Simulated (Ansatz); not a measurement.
# Electron scattering at the twin(10-13) boundary in hcp Ru, part 2 of 2

Wanted: what the twin(10-13) boundary in hcp Ru costs an interconnect.

Ansatz 0.2.0; Ansatz plane-wave DFT, PBE, PAW files; relaxation of a bicrystal slab with its lowest layers held; PAW set soft_1 (the session's first sound run).

So far. Step 2 (Relaxing the bicrystal): The largest force component on a free atom ends at 0.0064 eV/Å, under the tolerance of 0.03, after 7 steps.

### 3. Transmission across the boundary

Bulk layers of each grain are laid under and over the relaxed boundary, and a lead is named in the middle of each, away from the free faces. The mesh across the current, 8×24, is finer than the density's, because channels open and close sharply across the zone. Energies from -0.1 to 0.1 eV in steps of 0.05 eV are too few for the program's thermal sum, so it prints no conductance; for a metal the transmission near the Fermi level serves, at a fraction of the cost.

This step: Ansatz plane-wave DFT, PBE, PAW files; ballistic transport by layer matching (Landauer), zero bias; boundary relaxed in a short slab, bulk layers laid on; PAW set soft_1 (Ansatz 0.2.0).

System of this step: twin(10-13) boundary in hcp Ru. The cell holds 73 atoms: 73 Ru. Its edges and angles: a = 8.342 Å, b = 2.706 Å, c = 52.894 Å, α = 90.0°, β = 90.0°, γ = 80.7°. It derives from Ru. Regions: lower grain, 28 atoms (28 Ru); boundary, 21 atoms (21 Ru); upper grain, 24 atoms (24 Ru). Vacuum lies along c.

input.yaml

```yaml
crystal:
  lattice:
    - [8.3417110409, 0.0, 0.0]
    - [0.4388400416, 2.669976228, 0.0]
    - [0.0, 0.0, 52.8943527529]
  atoms:
    - { symbol: Ru, position: [4.6263567791, -10.3548450563, 0.0756224397] }
    - { symbol: Ru, position: [4.9237476689, -10.5035405011, 0.0948270477] }
    - { symbol: Ru, position: [4.3832258469, -9.7332795902, 0.0986679693] }
    - { symbol: Ru, position: [4.6806167368, -9.881975035, 0.1178725773] }
    - { symbol: Ru, position: [4.1400949148, -9.1117141241, 0.1217134989] }
    - { symbol: Ru, position: [4.4374858046, -9.2604095689, 0.140918107] }
    - { symbol: Ru, position: [3.8969639826, -8.490148658, 0.1447590286] }
    - { symbol: Ru, position: [4.1943548724, -8.6388441028, 0.1639636366] }
    - { symbol: Ru, position: [3.6538330504, -7.8685831919, 0.1678045582] }
    - { symbol: Ru, position: [3.9512239403, -8.0172786368, 0.1870091662] }
    - { symbol: Ru, position: [3.4107021182, -7.2470177258, 0.1908500878] }
    - { symbol: Ru, position: [3.7080930081, -7.3957131707, 0.2100546959] }
    - { symbol: Ru, position: [3.1675711861, -6.6254522598, 0.2138956175] }
    - { symbol: Ru, position: [3.4649620759, -6.7741477046, 0.2331002255] }
    - { symbol: Ru, position: [2.9244402539, -6.0038867937, 0.2369411471] }
    - { symbol: Ru, position: [3.2218311437, -6.1525822385, 0.2561457551] }
    - { symbol: Ru, position: [2.6813093217, -5.3823213276, 0.2599866767] }
    - { symbol: Ru, position: [2.9787002116, -5.5310167724, 0.2791912848] }
    - { symbol: Ru, position: [2.4381783895, -4.7607558615, 0.2830322064] }
    - { symbol: Ru, position: [2.7355692794, -4.9094513063, 0.3022368144] }
    - { symbol: Ru, position: [2.1950474574, -4.1391903954, 0.306077736] }
    - { symbol: Ru, position: [2.4924383472, -4.2878858402, 0.325282344] }
    - { symbol: Ru, position: [1.9519165252, -3.5176249293, 0.3291232656] }
    - { symbol: Ru, position: [2.249307415, -3.6663203741, 0.3483278737] }
    - { symbol: Ru, position: [1.708785593, -2.8960594632, 0.3521687953] }
    - { symbol: Ru, position: [2.0061764829, -3.0447549081, 0.3713734033] }
    - { symbol: Ru, position: [1.4656546609, -2.2744939971, 0.3752143249] }
    - { symbol: Ru, position: [1.7630455507, -2.423189442, 0.3944189329] }
    - { symbol: Ru, position: [0.2225237287, 0.347071469, 0.3982598545] }
    - { symbol: Ru, position: [0.5199146185, 0.1983760241, 0.4174644626] }
    - { symbol: Ru, position: [0.9778258883, 0.9693969808, 0.4207327915] }
    - { symbol: Ru, position: [0.2770698635, 0.8198205539, 0.4399683661] }
    - { symbol: Ru, position: [0.7341316525, 0.5911347951, 0.4446272374] }
    - { symbol: Ru, position: [0.0282106624, 0.4442070377, 0.4636201711] }
    - { symbol: Ru, position: [0.4885499793, 0.2139466456, 0.4684446376] }
    - { symbol: Ru, position: [0.7890294493, 0.0641233043, 0.4866309691] }
    - { symbol: Ru, position: [0.2416474833, 0.8369105284, 0.4896792992] }
    - { symbol: Ru, position: [0.5538728068, 0.6825999805, 0.5112855704] }
    - { symbol: Ru, position: [0.2414162394, 0.8398332638, 0.5332734222] }
    - { symbol: Ru, position: [0.7857817079, 0.0672160663, 0.53631537] }
    - { symbol: Ru, position: [0.4880313516, 0.2162851336, 0.5541360095] }
    - { symbol: Ru, position: [0.0271051152, 0.4474557999, 0.5589635512] }
    - { symbol: Ru, position: [0.7336031805, 0.593834707, 0.5782434149] }
    - { symbol: Ru, position: [0.2767814137, 0.8224011218, 0.5831892598] }
    - { symbol: Ru, position: [0.9781533331, 0.9718191291, 0.6013621244] }
    - { symbol: Ru, position: [0.5176868269, 0.2021982278, 0.6053226171] }
    - { symbol: Ru, position: [0.2187947704, 0.3513082977, 0.6252470686] }
    - { symbol: Ru, position: [0.7629100938, 0.5795690819, 0.628366045] }
    - { symbol: Ru, position: [0.4650187418, 0.7286762145, 0.6480917564] }
    - { symbol: Ru, position: [2.0057907949, -3.0417905403, 0.6516721263] }
    - { symbol: Ru, position: [1.7083999051, -2.8930950955, 0.6708767344] }
    - { symbol: Ru, position: [2.2489217271, -3.6633560064, 0.674717656] }
    - { symbol: Ru, position: [1.9515308373, -3.5146605616, 0.693922264] }
    - { symbol: Ru, position: [2.4920526593, -4.2849214725, 0.6977631856] }
    - { symbol: Ru, position: [2.1946617694, -4.1362260276, 0.7169677936] }
    - { symbol: Ru, position: [2.7351835914, -4.9064869385, 0.7208087152] }
    - { symbol: Ru, position: [2.4377927016, -4.7577914937, 0.7400133233] }
    - { symbol: Ru, position: [2.9783145236, -5.5280524046, 0.7438542449] }
    - { symbol: Ru, position: [2.6809236338, -5.3793569598, 0.7630588529] }
    - { symbol: Ru, position: [3.2214454558, -6.1496178707, 0.7668997745] }
    - { symbol: Ru, position: [2.9240545659, -6.0009224259, 0.7861043825] }
    - { symbol: Ru, position: [3.464576388, -6.7711833368, 0.7899453041] }
    - { symbol: Ru, position: [3.1671854981, -6.622487892, 0.8091499122] }
    - { symbol: Ru, position: [3.7077073201, -7.3927488029, 0.8129908338] }
    - { symbol: Ru, position: [3.4103164303, -7.2440533581, 0.8321954418] }
    - { symbol: Ru, position: [3.9508382523, -8.014314269, 0.8360363634] }
    - { symbol: Ru, position: [3.6534473625, -7.8656188242, 0.8552409714] }
    - { symbol: Ru, position: [4.1939691845, -8.6358797351, 0.859081893] }
    - { symbol: Ru, position: [3.8965782946, -8.4871842903, 0.8782865011] }
    - { symbol: Ru, position: [4.4371001167, -9.2574452012, 0.8821274227] }
    - { symbol: Ru, position: [4.1397092268, -9.1087497563, 0.9013320307] }
    - { symbol: Ru, position: [4.6802310488, -9.8790106673, 0.9051729523] }
    - { symbol: Ru, position: [4.382840159, -9.7303152224, 0.9243775603] }
kpoints:
  mp_grid: { grid: [3, 9, 1] }
hamiltonian:
  xc: pbe
  pseudopotentials: { kind: paw, azcp: { folder: soft_1 } }
scf:
  occupations: { method: fermi_dirac, width: 0.1 }
output:
  transmission:
    leads: [[16, 18], [57, 59]]
    kmesh: [8, 24]
    e_range: [-0.1, 0.1]
    de: 0.05
  write_potential: true
  write_density: true
  volumetric_format: npy
  elf: true
```

Started as:

```
ansatz run input.yaml --threads 8 --pin off --max-ram 15360MiB --backend cpu --events-out ev --progress --plain --runs-dir out
```

Numbers of over 12 decimals in the logs are rounded to 6 here.

What it wrote:

```text
[...]
Crystal: 73 atoms, lattice volume = 1178.072 Å³
Basis set: ecut = 420 eV, 23167 PW (Γ)
Bands: 701, of which v1, the nominal top of the filled ones, is band 584 counted from 1 (583 counted from 0)
Symmetry: 1 space group operations
[...]
k-points: 14 of 27 (time reversal used)
[...]
SCF iter   1: F=—  HF=-429183.092415 eV  |F-HF|=—  |Δ(HF+E_count)|=         —  Δρ=1.10e-1  dr2=4.78e2  ethr=3.10e-3  ⟨swp⟩=6.7  Hψ=34706  notcnv=0
[...]
SCF iter  13: F=-429136.615821 eV  HF=-429136.615821 eV  |F-HF|=1.22e-8  |Δ(HF+E_count)|=   2.83e-8  Δρ=8.38e-7  dr2=1.68e-8  ethr=8.56e-12  ⟨swp⟩=2.4  Hψ=17261  notcnv=0
SCF 1 converged in 13 iterations: F = -429136.615821 eV  dr2 = 1.68e-8
[...]
transmission: 766 of 7644 steps passed
transmission: 1530 of 7644 steps passed
[...]
transmission: 7644 of 7644 steps passed
WARN: The output density's exchange-correlation potential varies sharply where the density is thin. Do not read a vacuum level from v_tot or v_xc, or from such a field of the output density. On a cell that repeats whose density bears no net charge and no dipole along the vacuum's axis use v_es (v_loc + v_h of the components); under efield.dipole_correction with no amplitude use v_es + v_field, which holds any externa [...]
SCF converged after 13 iterations
Free energy (F): -429136.615821 eV
[...]
Internal energy: -429134.418450 eV  (E = F + TS)
E sigma→0 (E₀):  -429135.517136 eV
Entropy (-TS):   -2.197371 eV (-30.101 meV/atom)
Fermi energy:    18.918654 eV
[...]
--- Band table (eV; the first three rows and the last of 14) ---
  k-point 0: bands = [... 580 lower, 18.6557, 18.6943, 18.6948, 18.7517, 18.7722, 18.7830, 18.8099, 18.8298, ... 113 higher]
  k-point 1: bands = [... 580 lower, 18.4877, 18.5075, 18.5579, 18.5946, 18.6195, 18.6501, 18.6882, 18.7087, ... 113 higher]
  k-point 2: bands = [... 580 lower, 18.3739, 18.3893, 18.4289, 18.4612, 18.4920, 18.5052, 18.5507, 18.6008, ... 113 higher]
  k-point 13: bands = [... 580 lower, 18.2215, 18.2461, 18.2699, 18.2919, 18.3081, 18.3379, 18.3622, 18.3884, ... 113 higher]
--- Transmission ---
  basis      : 195 plane waves across, 78 finite elements along
  points     : 98, standing for a mesh of 8 x 24
  energies   : 5 from -0.100000 to 0.100000 eV about the Fermi level, 0.050000 eV apart; the leads are filled to 0.000000 eV, and channels, transmission and decay are at 0.000000 eV
  crystal 0  : Ru4, at the sites [16, 18], period 2.4380 Å, over 18.28 Å; its Hamiltonian steps by up to 16.3 meV
    offset         : up to 0.0000 Å between an atom of the period and one for which it stands
    channels       : 5.093750e0 a spin
    conductance    : none, the energies end too early or step too widely for 300 K: set another output.transmission.e_range or a lower de, or, where they end at an eighth of basis.ecutwfc, a higher one
[...]
channels       : 5.083333e0 a spin
[...]
junction   : crystal 0 to crystal 1, 13.04 to 39.85 Å
    transmission   : 2.495095e0 a spin
[...]
```

The job ended after 41 min (8 threads of Arm Neoverse N1, shared host; peak memory 12 GiB).

The column dr2 measures how far the density is from self-consistency, as an energy; F and HF (Harris–Foulkes) agree once it is small.

This step gave:

* free energy: -429136.6158 eV
* energy at zero smearing: -429135.5171 eV
* Fermi energy: 18.92 eV
* cell area: 22.27 Å²
* transmission per spin nearest the Fermi level: 2.495
* open channels per spin nearest the Fermi level: 5.094
* open channels per spin, upper lead: 5.083
* step of the lead's potential: 16.3 meV
* step of the upper lead's potential: 16.7 meV

Per spin. Table of transmission, zone mean by energy, zero at the Fermi level:

```
energy (eV)  transmission, zone mean
    -0.1000                     2.50
    -0.0500                     2.48
     0.0000                     2.50
     0.0500                     2.50
     0.1000                     2.53
```

Per spin. Table of open channels, zone mean by energy, zero at the Fermi level:

```
energy (eV)  lead  upper lead
    -0.1000  5.08        5.08
    -0.0500  5.20        5.20
     0.0000  5.09        5.08
     0.0500  4.97        4.98
     0.1000  4.94        4.94
```

Transmission over k1 and k2. At 0.0000 eV from the Fermi level.

Ten even steps from '0' (1.07) to '9' (6.28):
```
22323343
21223433
10011111
00000110
13210001
21210101
33220112
33221122
22222222
22133332
44469854
53689863
44589644
22333312
22222222
32211223
32110223
21010121
11000123
00110000
11111100
23343221
23433232
43434343
```
Columns: k1 (b1) from -0.5 to 0.375; rows upwards: k2 (b2) from -0.5 to 0.458.

Open channels over k1 and k2. At 0.0000 eV from the Fermi level.

Values, 22 rows by 8 columns, each cell a mean:
```
 4.0  5.0  5.9  4.9  5.9  5.1  5.8  5.0
 4.0  4.7  4.7  4.0  4.8  5.5  3.8  4.8
 4.0  3.0  3.3  4.0  3.7  3.0  3.0  3.7
 4.0  3.7  4.3  4.3  3.7  3.7  3.7  3.7
 4.4  5.0  5.0  4.6  4.6  4.6  4.6  4.6
 5.0  5.0  5.0  4.5  3.5  4.0  4.0  4.5
 5.0  5.0  5.0  5.0  3.6  4.0  4.6  5.0
 5.0  5.0  5.0  5.0  5.3  5.3  5.0  5.0
 5.0  5.0  5.0  6.5  6.8  6.0  5.8  5.0
 6.7  5.8  5.8  7.8 10.3  9.3  7.7  5.8
 7.0  6.0  8.7  9.8 11.0 10.0  8.9  6.0
 6.8  5.9  7.8  9.7 10.7  7.9  5.9  5.9
 5.0  5.0  5.8  6.0  6.8  6.7  5.0  5.0
 5.0  5.0  5.0  5.5  5.5  5.0  5.0  5.0
 5.0  5.0  4.7  4.0  3.7  5.0  5.0  5.0
 5.0  4.6  4.0  4.0  3.4  4.6  5.0  5.0
 4.5  4.5  4.5  4.5  4.5  4.5  5.0  5.0
 4.0  3.8  3.8  3.8  3.8  4.4  4.4  3.8
 4.0  3.7  3.0  3.0  3.7  4.0  3.3  3.0
 4.0  4.8  3.7  5.2  4.8  4.0  4.5  4.5
 4.0  5.0  5.7  5.2  5.8  4.8  5.8  5.0
 4.9  5.0  6.9  5.0  5.1  5.0  6.9  5.0
```
Columns: k1 (b1) from -0.5 to 0.375; rows upwards: k2 (b2) from -0.5 to 0.458.

Valence density in the ca plane at fractional y = 0.064, with atoms of Ru within 0.2 Å of it. It is the smooth field of the valence electrons, not physical close to the nuclei.

Ten steps, logarithmic in the rise over the least value, from '0' (0 e/Å³) to '9' (11 e/Å³), each cell a mean:
```
33222233333689863358997422332221000000000000
33222233223699963358997433332211000000000000
33333322223589853346775323332211000000000000
23466532222456543234443322332322100000000000
34799742222333333323334433233565310000000000
35899853223222223332346764335788521000000000
34799743333322223333368985336999731000000000
33566533333322223322379996336898631000000000
33333333333333332222358875334676421000000000
33333344333345543222235553333343321100000000
44333576533468864222333333333333332110000000
44334788633478874334432223444334565310000000
43334788633357764345543223554335787420000000
32223566433344443345543223444335787420000000
22233333333333322334433333333234665310000000
33444333355543233333333443322233343210000000
34676433467753334432234554333443321100000000
35787533468753345532234554335775321000000000
34777433356643345432223443346887421000000000
23455333334333333333333332246886310000000000
23333333333333333334543222234664210000000000
33222333333456543347875322223332100000000000
```
Columns run along c (16.0 Å, from fractional 0.70 to 1.00 of the cell), rows up along a (8.3 Å). Atoms in or near the plane, at fractional coordinates: Ru at (0.72, 0.74), Ru at (0.79, 0.92), Ru at (0.86, 0.65), Ru at (0.91, 0.68).

ELF in the ca plane at fractional y = 0.064, with atoms of Ru within 0.2 Å of it. It is the smooth field of the valence electrons, not physical close to the nuclei.

Ten even steps from '0' (0.00) to '9' (0.60), each cell a mean:
```
43343344444699964469998443345543211000000000
44444444444798974469997444444544311000000000
45433454443699964447885454445543211000000000
54567533443467644544554454454433211000000000
44799843444543345544444444444566311000000000
55998954445543444445447864445899731100000000
45899844444444444445479996457989842110000000
54577545444444444444479997456999842211000000
54444444444443344434369995445787544321000000
43454444445456654444445654444444444321100000
44444587544479974433444344433445543221100000
54445899744489985434444443454444675321100000
43345899644468864445643433564455898532100000
43444577545445544445643444443446898521100000
44444444544444444444444444433444676421100000
44444444456544433444454444444444544321100000
54787444479854434444444664454444544322100000
45898544479864456543434664456886444431100000
45798544457644445533444543458998433321000000
44565454444445444444444433447998422210000000
44434443445444444444544443435775211100000000
44444443344467644448985343444442111000000000
```
Columns run along c (16.0 Å, from fractional 0.70 to 1.00 of the cell), rows up along a (8.3 Å). Atoms in or near the plane, at fractional coordinates: Ru at (0.72, 0.74), Ru at (0.79, 0.92), Ru at (0.86, 0.65), Ru at (0.91, 0.68).

Electrostatic potential energy in the ca plane at fractional y = 0.064, with atoms of Ru within 0.2 Å of it. With pseudopotentials it is smooth inside the atoms' cores, unlike the true potential.

Values in eV, 12 rows by 16 columns, each cell a mean:
```
 17  21  16  16 -40 -27   1 -56  -1  17  20  22  23  24  24  24
 17   9  18  19 -27 -15  13 -19  12  18  19  21  23  24  24  24
  3 -50   5  20  16  17  19  16   7  17   5  -4  20  23  24  24
  2 -51   4  17  20  20  17   5 -48   2 -26 -44  17  23  24  24
 17   7  17  17  17  17  19   6 -46   3  -7 -21  20  23  24  23
 12  15  -6  15  -6 -16  19  17   9  16  16  16  18  22  23  23
  9   7 -46   8 -16 -29  14   6  19   7  10   1 -11  20  23  23
 18  15  -6  15  12  10  14   2  18  11  13  -5 -21  19  23  23
 14   5  17  -1   5  17  15  16   9  15  18  15  14  22  23  23
 -1 -34  15 -21  -9   9   4  18  -3  11  -7  -2  21  23  23  24
 10  -7  17  10  13  15  12  18  15  17 -27 -19  21  24  24  24
 17  18  15  18   5   9  13 -19  13  20   8  11  22  24  24  24
```
Columns run along c (16.0 Å, from fractional 0.70 to 1.00 of the cell; values clipped at the 3rd and 97th percentile), rows up along a (8.3 Å). Atoms in or near the plane, at fractional coordinates: Ru at (0.72, 0.74), Ru at (0.79, 0.92), Ru at (0.86, 0.65), Ru at (0.91, 0.68).

Over the solved energies the transmission per spin lies between 2.48 and 2.53, out of 5.06 channels of the lead on average (up to 5.20).

### 4. Specific resistance

This step: Ansatz plane-wave DFT, PBE, PAW files; ballistic transport by layer matching (Landauer), zero bias; specific resistance of the boundary; PAW set soft_1 (Ansatz 0.2.0).

Numbers from this step:

```
area resistance                      : 0.5811 fΩ m²
T over the leads' mean channel count : 0.4945
```

Averaged over the energies near the Fermi level, 49.5 % of the channels pass, which makes 0.581 fΩ m².

By hand, with T and the leads' channels N averaged over the energies near the Fermi level: RA = A (h/2e²)(1/T − ½[1/N₁ + 1/N₂]) = 22.27×10⁻²⁰ m² × 12 906 Ω × (1/2.500 − ½[1/5.056 + 1/5.056]) = 0.581 fΩ m².

### 5. Outcome

```yaml
specific_resistance_of_the_boundary: 0.581 fΩ m²
share_of_channels_that_pass: 0.495
```

The boundary has a specific resistance of 0.58 fΩ m². The boundary reflects 51 % of the channels; 0.58 fΩ m² is 5.8×10⁻¹² Ω·cm². One starting structure was relaxed; another shift or atom count at the boundary may lie lower.

[Logs are printed without paths, hosts, clocks, repeated set-up lines and the standing remarks that a program may print on its own settings, such as how far it seeks lower states.]

[Hosts, paths, dates, database ids (printed as entryN), source tags and the programs' standing remarks are cut or masked in the printed files.]
